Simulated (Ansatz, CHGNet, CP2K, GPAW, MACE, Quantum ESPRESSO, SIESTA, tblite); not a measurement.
# How far do other methods lie from plane waves? W(100)/Au(100) interface (51 atoms)

Aim: forces of W(100)/Au(100) interface (51 atoms) at one geometry, from other programs and methods, against plane-wave PBE.

Results are calculated, not measured.

### 1. The structure

The cell holds 51 atoms (24 W and 27 Au), with edges of 8.95, 8.95 and 22.05 Å. Recipe: bcc W(100), 3 repeat layers, 8 surface cells, strained +0.00 and +0.00 %; fcc Au(100), 3 layers, 9 cells, +3.48 and +3.48 %; outer planes 2.92 Å apart, 12 Å of vacuum above; not relaxed, displaced by a Gaussian of 0.02 Å. Then every atom was moved at random, 0.05 Å r.m.s. a Cartesian component.

### 2. The reference input

Quantum ESPRESSO 7.5: Kohn-Sham DFT, PBE, SSSP efficiency 1.3.0 pseudopotentials, plane waves. Its input, pw.in:

```
&control
  calculation = 'scf'
  pseudo_dir = './pseudo'
  outdir = './tmp'
  disk_io = 'none'
  tprnfor = .true.
/
&system
  ibrav = 0
  nat = 51
  ntyp = 2
  ecutwfc = 45
  ecutrho = 360
  nosym = .true.
  occupations = 'smearing'
  smearing = 'fd'
  degauss = 0.003675
/
&electrons
  conv_thr = 2.5e-07
  electron_maxstep = 100
  mixing_beta = 0.2
  mixing_mode = 'local-TF'
  diagonalization = 'david'
/
ATOMIC_SPECIES
W 183.840 W.upf
Au 196.967 Au.upf
CELL_PARAMETERS angstrom
8.95200 0.00000 0.00000
0.00000 8.95200 0.00000
0.00000 0.00000 22.04922
ATOMIC_POSITIONS crystal
W 0.74248 0.75687 0.27079
W 0.76173 0.49771 0.34124
W 0.74931 0.74563 0.41362
W 0.73904 0.24699 0.27461
[... 45 atom lines left out ...]
Au 0.22332 0.65098 0.63769
Au 0.39868 0.48756 0.73072
K_POINTS gamma
```

```console
$ OMP_NUM_THREADS=1 mpirun -np 4 pw.x -in pw.in > output.txt
```

Wall time 9.9 min (4 MPI ranks of Arm Neoverse V1, shared host); peak memory 6.2 GiB; 40 min of CPU time.

It converged with an r.m.s. force component of 0.64 eV/Å.

### 3. What was run beside it

- CHGNet: machine-learned potential, published weights.
- CP2K 2026.2: Gaussian basis with GTH pseudopotentials and a plane-wave density; labels give functional, basis (MOLOPT sets; SR short-range, UZH the newer set with its own potentials), grid cutoff/relative cutoff and solver (OT: orbital transformation; TRS4, TC2, SIGN: linear-scaling purification with its sparsity filter), or its built-in tight binding.
- GPAW 26.7.0: PAW with atomic orbitals (LCAO), plane waves or a real-space grid of spacing h.
- MACE: machine-learned potential, published weights.
- SIESTA 5.4.2: numerical atomic orbitals, whose automatically made sets are far from complete, with PseudoDojo norm-conserving potentials that we converted to its format (checked against plane waves on the same files for H, C, O, Si, Ge and Ca alone); labels give functional, basis size, energy shift and mesh cutoff.
- tblite 0.8.0: extended tight binding, driven from Python.

All use the same cell and atoms, and the electronic-structure runs the same k-mesh.

### 4. Side by side

Differences are against the reference: forces as r.m.s. over components, share as that over the reference's r.m.s. force, slope as the fitted ratio of a run's forces to the reference's.

```csv
run,"Δ force, r.m.s. (meV/Å)",share (%),slope,cores,CPU time,memory (GiB)
reference,-,-,-,4,40 min,6.2
CHGNet 0.3.0 potential,429,67.0,0.520,1,4.4 s,0.67
"CP2K BLYP, DZVP-MOLOPT-SR, 350/50 Ry, diagonalisation",332,51.8,1.070,2,18 min,2.4
"CP2K PBE, DZVP-MOLOPT-SR, 350/50 Ry, diagonalisation",161,25.1,1.101,2,19 min,2.4
"CP2K PBE, DZVP-MOLOPT-SR, 350/70 Ry, diagonalisation",161,25.2,1.101,2,22 min,2.4
"CP2K PBE, TZV2P-MOLOPT (SR for W, Au), 350/50 Ry, diagonalisation",122,19.0,1.081,4,27 min,5.6
"CP2K PBE, TZV2P-UZH, 350/50 Ry, diagonalisation",121,18.9,1.079,4,33 min,6.8
"GPAW PBE, plane waves 450 eV",63.1,9.85,1.032,4,21 min,2.4
MACE MP-0b2 small potential,804,126,0.515,1,7.9 s,0.67
MACE MP-0b3 medium potential,865,135,0.369,1,10 s,0.72
"SIESTA PBE, DZ, shift 0.01 Ry, mesh 300 Ry (coarse)",273,42.7,1.119,1,3.1 min,0.72
"SIESTA PBE, DZP, shift 0.01 Ry, mesh 300 Ry",106,16.6,1.030,2,5.3 min,1.2
"SIESTA PBE, SZ, shift 0.01 Ry, mesh 300 Ry (coarse)",453,70.8,1.330,1,1.7 min,0.61
"SIESTA optB88-vdW, PBE potentials, DZP, shift 0.01 Ry, mesh 300 Ry",113,17.7,1.023,2,22 min,1.9
tblite GFN1-xTB,727,114,0.875,1,4.3 s,0.13
tblite IPEA1-xTB,526,82.2,0.814,1,3.3 s,0.13
```

Rows marked coarse use a setting chosen to be so.

Times of the machine-learned potentials are mostly Python's start and the loading of weights.

CPU time is summed over cores on shared hosts, so it is rough.

### 5. Findings

Forces lie from 9.9 % (GPAW PBE, plane waves 450 eV) to 135 % (MACE MP-0b3 medium potential) of the reference's r.m.s. force of 0.64 eV/Å away from it. Other PBE runs on plane waves or a grid: GPAW PBE, plane waves 450 eV 9.9 % of the r.m.s. force; potentials, cutoffs or grids differ between them, and this table alone doesn't tell which side is nearer the exact PBE result. The PBE runs in local orbitals, coarse settings apart, differ by 17 % (SIESTA PBE, DZP, shift 0.01 Ry, mesh 300 Ry) to 25 % (CP2K PBE, DZVP-MOLOPT-SR, 350/70 Ry, diagonalisation); basis, grid and potentials can all enter. Tight binding differs by 82 % (tblite IPEA1-xTB) to 114 % (tblite GFN1-xTB); it is another model, with fitted parameters of its own, and the xTB methods hold dispersion.

Machine-learned potentials differ by 67 % (CHGNet 0.3.0 potential) to 135 % (MACE MP-0b3 medium potential); they were trained on other programs' data. Among those trained on PBE data the slope goes as low as 0.37, with a correlation of 0.30, so directions differ as well as sizes. Rows with another functional or a dispersion term differ by 18 % (SIESTA optB88-vdW, PBE potentials, DZP, shift 0.01 Ry, mesh 300 Ry) to 52 % (CP2K BLYP, DZVP-MOLOPT-SR, 350/50 Ry, diagonalisation), which mixes the change of model with differences of basis and potentials, some of them made for another functional. IPEA1-xTB was fitted to ionisation energies and electron affinities, not to forces or charges. Runs with settings chosen to be coarse differ by 43 % (SIESTA PBE, DZ, shift 0.01 Ry, mesh 300 Ry) to 71 % (SIESTA PBE, SZ, shift 0.01 Ry, mesh 300 Ry), their programs' other errors included. CP2K PBE, DZVP-MOLOPT-SR, 350/50 Ry, diagonalisation stiffens the forces by a factor of 1.10 while following their directions (correlation 0.979); the slopes of the 5 CP2K runs lie between 1.07 and 1.10.

**Limits.** Periodic xTB results under one method name differ between programs and library versions. The potentials hold different valence shells: 849 electrons in the reference, 633 in CP2K with TZV2P-UZH and 633 in GPAW; this bears on time and differences. The electron count is odd in these runs, and they have no spin polarisation, so the unpaired electron is spread evenly over both spins. Machine-learned potentials mimic data converged in k, so the reference's own k-point error enters their differences. The host structure and its lattice constant were typed by rule, without a check against the phase diagram. The electron count is odd and the run has no spin polarisation, so levels at the top are partly filled by construction. The electronic-structure runs sample only Γ, in a cell whose shortest periodic width is 9 Å, which is coarse for a cell with partly filled levels. Spin–orbit coupling is left out, which matters for the levels of the heavy elements. The slab repeats along its normal with no dipole correction. Where levels are smeared, the DFT runs use Fermi–Dirac occupations at 580 K (0.05 eV), and energies are free energies. The atoms were displaced at random, and shares hang on the size of the forces that this gives. The reference's cutoffs and mesh weren't converged further here.

[Long decimals in the printed logs are rounded to 6 places.]

[Logs are printed without paths, hosts, clocks, repeated set-up lines and the standing remarks that a program may print on its own settings, such as how far it seeks lower states.]

[Hosts, paths, dates, database ids (printed as entryN), source tags and the programs' standing remarks are cut or masked in the printed files.]

[Only finished runs are shown, without SIESTA runs on faulty potentials for Cu, Fe, Ni or Zn; cells were taken only where this reference lay near another plane-wave run.]
